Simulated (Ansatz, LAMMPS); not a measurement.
# Glassy 68SiO2-14MgO-11ZnO-7BaO (mol %) (75 atoms): a short ab initio trajectory

Wanted: a short trajectory of glassy 68SiO2-14MgO-11ZnO-7BaO (mol %) (75 atoms) with its pair distributions.

Main program and level: Ansatz 0.2.0; Kohn-Sham DFT, PBE, PAW (set soft_2), plane waves.

### Step 1. Set-up

The cell holds 75 atoms: 19 Si, 4 Mg, 3 Zn, 2 Ba and 47 O. Cell: a = 10.307 Å, b = 10.307 Å, c = 10.307 Å, α = 90.0°, β = 90.0°, γ = 90.0°. 75 atoms (19 Si, 4 Mg, 3 Zn, 2 Ba, 47 O) placed at random at 2.81 g/cm³, melted at 4000 K for 10 ps at fixed volume with the Morse and Coulomb pair potential with partial charges (Pedone, Malavasi, Menziani, Cormack and Segre, J. Phys. Chem. B 110, 11780 (2006)). Quenched from 4000 K to 300 K at 25 K/ps and fixed volume, held 5 ps, then minimised at fixed cell.

Limits known from the start: The quench rate of 25 K/ps is orders of magnitude faster than experiment, which tends to freeze in extra defects. The network of bonds at the start is that of the classical potential that made the cell, and needn't be the one that DFT or experiment would give. The Brillouin zone is sampled at Γ only, in a cell whose shortest periodic width is 10 Å. Spin–orbit coupling is left out, which matters for the levels of the heavy elements.

### Step 2. Dynamics at 400 K

A Nosé–Hoover thermostat steers the temperature while disturbing the dynamics little. The time step is 1.0 fs.

input.yaml

```yaml
crystal:
  lattice:
    - [10.307, 0.0, 0.0]
    - [0.0, 10.307, 0.0]
    - [0.0, 0.0, 10.307]
  atoms:
    - { symbol: Si, position: [0.45678, 0.85698, 0.37421] }
    - { symbol: Si, position: [0.0285, 0.84179, 0.44479] }
    - { symbol: Si, position: [0.26302, 0.65351, 0.50935] }
    - { symbol: Si, position: [0.70997, 0.48564, 0.13608] }
    [... 65 atom lines left out ...]
    - { symbol: O, position: [0.84861, 0.79366, 0.00359] }
    - { symbol: O, position: [0.66365, 0.47941, 0.98234] }
    - { symbol: O, position: [0.06361, 0.93554, 0.75373] }
    - { symbol: O, position: [0.59971, 0.8669, 0.42996] }
    - { symbol: O, position: [0.25105, 0.56066, 0.38882] }
    - { symbol: O, position: [0.04306, 0.12458, 0.91846] }
kpoints:
  mp_grid: { grid: [1, 1, 1] }
hamiltonian:
  xc: pbe
scf:
  occupations: { method: fermi_dirac, width: 0.05 }
output:
  forces: true
  stress: true
md:
  timestep: 1.0
  n_steps: 200
  ensemble: nvt_nose_hoover
  temperature: 400
  initial_velocities: maxwell_boltzmann
  seed: 4939
```

On the command line:

```
$ ansatz run input.yaml --threads 4 --pin off --max-ram 8192MiB --backend cpu --events-out ev --progress --plain --runs-dir out
```

It took 15 min on 4 threads of Arm Neoverse V2, shared host; peak memory 1.4 GiB; 56 min of CPU time.

The program notes that the SCF threshold is loose for the stress and it switched symmetry off.

Rows from the run:

```csv
time (fs),T (K),potential (meV/atom),conserved (meV/atom)
0.0,400,0.0,0.00
13.0,367,4.1,0.00
27.0,336,8.4,0.00
40.0,349,7.1,0.01
53.0,382,3.7,0.02
67.0,341,9.9,0.04
80.0,372,7.0,0.02
93.0,389,6.1,0.02
107.0,411,4.8,0.02
120.0,446,1.8,0.02
133.0,419,6.6,0.02
147.0,451,3.7,0.02
160.0,418,8.9,0.05
173.0,461,4.1,0.05
187.0,436,7.7,0.04
200.0,469,3.5,-0.02
```

Mean square displacement from the first frame to the last: Si 0.039 Å², Mg 0.037 Å², Zn 0.53 Å², Ba 0.35 Å², O 0.085 Å².

Mean square displacement against time lag:

```csv
time lag (fs),Ba (Å²),Mg (Å²),O (Å²),Si (Å²),Zn (Å²)
1.0,1.5e-5,3.6e-5,5.6e-5,3.5e-5,3.2e-5
9.0,0.00124,0.00278,0.00416,0.00259,0.00259
13.0,0.00257,0.00559,0.00803,0.00491,0.00535
21.0,0.00668,0.0132,0.0171,0.00977,0.0137
29.0,0.0126,0.0222,0.0261,0.0132,0.0254
38.0,0.0214,0.0321,0.0352,0.0153,0.0419
42.0,0.0260,0.0360,0.0388,0.0160,0.0503
50.0,0.0363,0.0426,0.0443,0.0175,0.0688
58.0,0.0481,0.0479,0.0480,0.0192,0.0894
62.0,0.0545,0.0501,0.0495,0.0202,0.100
71.0,0.0700,0.0543,0.0533,0.0227,0.127
79.0,0.0849,0.0575,0.0573,0.0248,0.152
87.0,0.101,0.0600,0.0614,0.0262,0.179
91.0,0.109,0.0610,0.0635,0.0267,0.193
100.0,0.128,0.0624,0.0686,0.0274,0.226
```

Over the second half of 200 fs the temperature averages 437 K with swings of 31 K r.m.s. The conserved energy stays within 0.08 meV/atom. From first frame to last Zn has the largest mean square displacement, 0.53 Å² at the end; the farthest move is 1.15 Å. The run spans 0.20 ps, too short for its means to be equilibrium values.

### Step 3. Local order late in the run

The g(r) is a mean over the second half; what follows it is taken at the last frame.

Density 2.81 g/cm³, 14.60 Å³ an atom.

Mean of 14 frames. Pair distribution functions g(r), in bins of 0.2 Å:

```csv
r (Å),total,O-O,O-Si,O-Mg,O-Zn,O-Ba,Si-Si
1.50,0.72,0.00,2.29,0.00,0.00,0.00,0.00
1.70,3.61,0.00,11.32,0.00,0.21,0.00,0.00
1.90,0.51,0.00,0.07,3.17,5.47,0.00,0.00
2.10,0.35,0.00,0.00,4.12,1.54,0.00,0.00
2.30,0.13,0.02,0.00,1.26,0.63,0.24,0.00
2.50,0.73,1.58,0.00,0.60,0.29,1.70,0.00
2.70,1.72,3.95,0.00,0.48,0.37,2.77,0.00
2.90,0.72,1.22,0.02,0.26,0.45,1.11,1.13
3.10,0.94,0.88,0.23,0.69,0.92,0.90,4.04
3.30,0.96,0.82,0.56,0.62,0.96,1.19,1.96
3.50,0.64,0.58,0.76,0.32,0.58,0.84,0.01
3.70,0.85,0.60,1.21,0.74,1.17,0.87,0.00
3.90,1.09,0.69,1.77,1.00,1.27,1.20,0.12
4.10,1.30,0.76,2.09,1.40,1.35,0.82,0.57
4.30,1.09,0.76,1.44,1.42,1.46,0.63,1.16
4.50,1.00,0.92,1.02,1.54,1.29,0.88,1.10
4.70,1.06,1.23,0.79,1.76,1.02,1.49,1.02
4.90,1.05,1.33,0.80,0.79,0.71,1.64,1.19
5.10,1.06,1.36,0.69,0.69,0.75,1.31,1.55
```

Bonds by pair of elements; cutoffs follow the first minimum of g(r), held within bounds set by covalent radii, and pairs that aren't listed don't count as bonded:

```csv
pair A-B,cutoff (Å),bonds,mean length (Å),spread (Å),shortest (Å),B about A,A about B
O-Si,2.16,76,1.64,0.038,1.55,1.62,4
O-Mg,2.75,19,2.18,0.224,1.84,0.404,4.75
O-Zn,2.5,10,2.00,0.186,1.82,0.213,3.33
O-Ba,3.29,13,2.81,0.241,2.50,0.277,6.5
```

The cutoff for O-Ba falls short of the minimum of g(r), so counts run low and odd coordinations can be artefacts.

How many atoms have how many bonded neighbours:

```csv
element,mean,2,3,4,5,8
Ba,6.5,0,0,0,1,1
Mg,4.75,0,0,1,3,0
O,2.51,24,22,1,0,0
Si,4,0,0,19,0,0
Zn,3.33,0,2,1,0,0
```

Bond angles, per cent of each kind in bins of 5°:

```csv
angle (°),O-Si-O,O-Ba-O,O-Mg-O,Si-O-Si,Mg-O-Si
45–50,0.0,2.6,0.0,0.0,0.0
50–55,0.0,7.9,0.0,0.0,0.0
55–60,0.0,2.6,0.0,0.0,0.0
60–65,0.0,5.3,5.6,0.0,0.0
65–70,0.0,10.5,0.0,0.0,0.0
70–75,0.0,2.6,2.8,0.0,0.0
75–80,0.0,2.6,5.6,0.0,4.3
80–85,0.0,5.3,0.0,0.0,0.0
85–90,0.0,7.9,5.6,0.0,8.7
90–95,1.8,5.3,19.4,0.0,0.0
95–100,6.1,0.0,11.1,0.0,0.0
100–105,18.4,2.6,11.1,0.0,4.3
105–110,28.9,2.6,11.1,0.0,4.3
110–115,21.1,7.9,2.8,0.0,13.0
115–120,18.4,5.3,0.0,0.0,8.7
120–125,3.5,2.6,5.6,10.3,13.0
125–130,1.8,2.6,2.8,0.0,4.3
130–135,0.0,13.2,0.0,10.3,8.7
135–140,0.0,2.6,2.8,17.2,8.7
140–145,0.0,0.0,2.8,13.8,4.3
145–150,0.0,0.0,0.0,10.3,4.3
150–155,0.0,0.0,2.8,6.9,4.3
155–160,0.0,5.3,2.8,17.2,4.3
160–165,0.0,2.6,2.8,0.0,4.3
165–170,0.0,0.0,2.8,0.0,0.0
170–175,0.0,0.0,0.0,13.8,0.0
```

Bond angles (no mean is given where the spread exceeds 20°):

```csv
angle,count,mean (°),spread (°)
O-Si-O,114,109,6.8
O-Ba-O,38,-,-
O-Mg-O,36,-,-
Si-O-Si,29,146,14.4
Mg-O-Si,23,-,-
```

Oxygen atoms by the number of network formers (Si, P, Ge, B, Al, As, Ga) bound to them:

```csv
network formers bound to O,O atoms,per cent
0,0,0
1,18,38.3
2,29,61.7
```

Network units: each former by its oxygen neighbours and how many of them bridge to another former:

```csv
former,O neighbours,bridging O,atoms
Si,4,1,1
Si,4,2,2
Si,4,3,11
Si,4,4,5
```

Bond length by coordination (bonds to H left out):

```csv
element,coordination,atoms,mean bond length (Å)
Ba,5,1,2.73
Ba,8,1,2.86
Mg,4,1,2.06
Mg,5,3,2.21
O,2,24,1.67
O,3,22,2.03
O,4,1,2.15
Zn,3,2,1.93
Zn,4,1,2.12
```

Rings of the network by King's shortest-path rule, up to 12 atoms, one path for each pair of neighbours; H, halogens, alkali and alkaline-earth atoms are left out, and the last column divides by all other atoms, bonded or not:

```csv
ring size (atoms),rings,per network atom
8,1,0.014
10,6,0.087
12,5,0.072
```

For some of the pairs, g(r) has its first main peak near 2.7 Å (O-O), 1.6 Å (O-Si), 2.1 Å (O-Mg), 1.9 Å (O-Zn), 2.7 Å (O-Ba) and 3.1 Å (Si-Si). The O-Si-O angle averages 109° with a spread of 7°. Counting bonds to Si alone, not to Zn, 62 % of the oxygens join two of these atoms and 38 % one. The commonest Si unit has 4 oxygens, 3 of them shared with other formers (11 of 19 atoms). Rings of 10 atoms are the most common (50 % of those counted); sizes run from 8 to 12, where the search stops.

### Step 4. Single point at the last frame

The last frame is solved again with fuller output, to read the electronic structure of a thermally displaced geometry.

input.yaml

```yaml
crystal:
  lattice:
    - [10.307, 0.0, 0.0]
    - [0.0, 10.307, 0.0]
    - [0.0, 0.0, 10.307]
  atoms:
    - { symbol: Si, position: [0.46274, 0.85258, 0.38862] }
    - { symbol: Si, position: [0.04306, 0.82189, 0.46434] }
    - { symbol: Si, position: [0.28213, 0.65008, 0.50927] }
    - { symbol: Si, position: [0.72282, 0.48002, 0.12049] }
    [... 65 atom lines left out ...]
    - { symbol: O, position: [0.85188, 0.79158, 0.00784] }
    - { symbol: O, position: [0.6861, 0.47597, 0.95857] }
    - { symbol: O, position: [0.0701, 0.93401, 0.78644] }
    - { symbol: O, position: [0.61598, 0.87318, 0.42075] }
    - { symbol: O, position: [0.2664, 0.56191, 0.38389] }
    - { symbol: O, position: [0.01312, 0.15917, 0.91992] }
kpoints:
  mp_grid: { grid: [1, 1, 1] }
hamiltonian:
  xc: pbe
scf:
  occupations: { method: fermi_dirac, width: 0.05 }
output:
  forces: true
  stress: true
  populations: intrinsic
  dos:
    method: { smearing: { sigma: 0.08 } }
    de: 0.1
    projected: { site_lists: { Ba: [Ba], Mg: [Mg], O: [O], Si: [Si], Zn: [Zn] } }
  eigenvalues: true
  write_density: true
  write_potential: true
  volumetric_format: npy
  elf: true
```

Run time: 13 s. Hardware: 4 threads; peak memory 1.3 GiB; 49 s of CPU time.

Numbers from this run:

```yaml
free_energy: -68376.3385 eV
free_energy_per_atom: -911.6845 eV/atom
scf_cycles: 10
pressure: -0.76 GPa
r_m_s_force_component: 0.7663 eV/Å
longest_force: 3.4 eV/Å
fermi_energy: 5.083 eV
spacing_of_highest_filled_and_lowest_empty_level: 3.169 eV
```

Length of the force by element:

```csv
element,coordination,atoms,mean length of the force (eV/Å),spread,least,most
Ba,all,2,0.667,0.0522,0.615,0.720
Mg,all,4,0.660,0.289,0.466,1.16
O,all,47,1.05,0.444,0.392,2.21
Si,all,19,1.69,0.688,0.497,3.40
Zn,all,3,1.11,0.531,0.629,1.85
```

Intrinsic-atomic-orbital charges by element:

```csv
element,coordination,atoms,mean charge (e),spread,least,most
Ba,all,2,1.86,0.0099,1.85,1.87
Mg,all,4,1.63,0.0169,1.61,1.65
O,all,47,-0.993,0.113,-1.19,-0.875
Si,all,19,1.69,0.0525,1.58,1.79
Zn,all,3,1.46,0.0162,1.44,1.48
```

Density of states as counts of states in windows of 1 eV (from the Fermi level), total and the larger projections:

```csv
from (eV),to (eV),total,O p,Si p,Zn d
-14,-13,0.0,0.0,0.0,0.0
-13,-12,12.4,1.0,0.1,0.0
-12,-11,6.8,4.4,0.3,0.0
-11,-10,7.6,5.1,0.5,0.0
-10,-9,13.6,9.5,1.4,0.1
-9,-8,16.7,12.2,2.7,0.5
-8,-7,27.0,15.9,3.3,6.5
-7,-6,43.2,22.0,2.7,15.7
-6,-5,46.4,36.6,2.8,3.6
-5,-4,51.4,45.7,1.7,1.3
-4,-3,50.9,47.0,1.1,0.9
-3,-2,43.7,40.6,0.8,1.1
-2,-1,4.3,4.1,0.1,0.0
-1,1,0.0,0.0,0.0,0.0
1,2,2.0,0.1,0.0,0.0
2,3,1.5,0.1,0.1,0.0
3,4,13.0,1.5,1.6,0.0
4,5,19.3,1.5,3.8,0.0
```

The curve was stored every 0.10 eV, coarse against its broadening of 0.08 eV, so these counts are rough.

Between -26 and -14 eV lie 94 more states.

The stored curve holds about 418 of the 454 electrons; the rest, give or take the few that broadening carries across the Fermi level, lie in deeper levels below its range.

The levels nearest the highest filled one (over half full), pooled over k-points and spins:

```csv
level less the highest filled one (eV),occupation
-0.580,2
-0.550,2
-0.503,2
-0.443,2
-0.328,2
0,2
3.17,0
4.56,0
4.76,0
4.92,0
5.06,0
5.27,0
```

Mean intrinsic-atomic-orbital charges: Ba +1.86, Mg +1.63, O -0.99, Si +1.69, Zn +1.46 e.

### Step 5. Results

```yaml
mean_temperature_second_half: 437 K
temperature_swing_second_half: 30.94 K
mean_pressure_second_half: -1.28 GPa
slope_of_the_conserved_energy_against_time_by_least_squares: 0.0899 meV/atom/ps
free_energy_per_atom: -911.6845 eV/atom
pressure: -0.76 GPa
r_m_s_force_component: 0.7663 eV/Å
spacing_of_highest_filled_and_lowest_empty_level: 3.169 eV
wall_time_of_the_2_dft_runs: 15 min
```

What this shows: Over the second half of 200 fs the temperature averages 437 K with swings of 31 K r.m.s. The conserved energy stays within 0.08 meV/atom. The run spans 0.20 ps, too short for its means to be equilibrium values. Counting bonds to Si alone, not to Zn, 62 % of the oxygens join two of these atoms and 38 % one. The highest filled and lowest empty levels differ by 3.17 eV (at Γ alone); a semilocal functional tends to put such gaps too low. In a disordered cell it changes from sample to sample, and tail or defect levels can set it.

Caveats: The pressure of a single frame lacks the kinetic term, about 0.41 GPa here.

[Logs are printed without paths, hosts, clocks, repeated set-up lines and the standing remarks that a program may print on its own settings, such as how far it seeks lower states.]

[Hosts, paths, dates, database ids (printed as entryN), source tags and the programs' standing remarks are cut or masked in the printed files.]
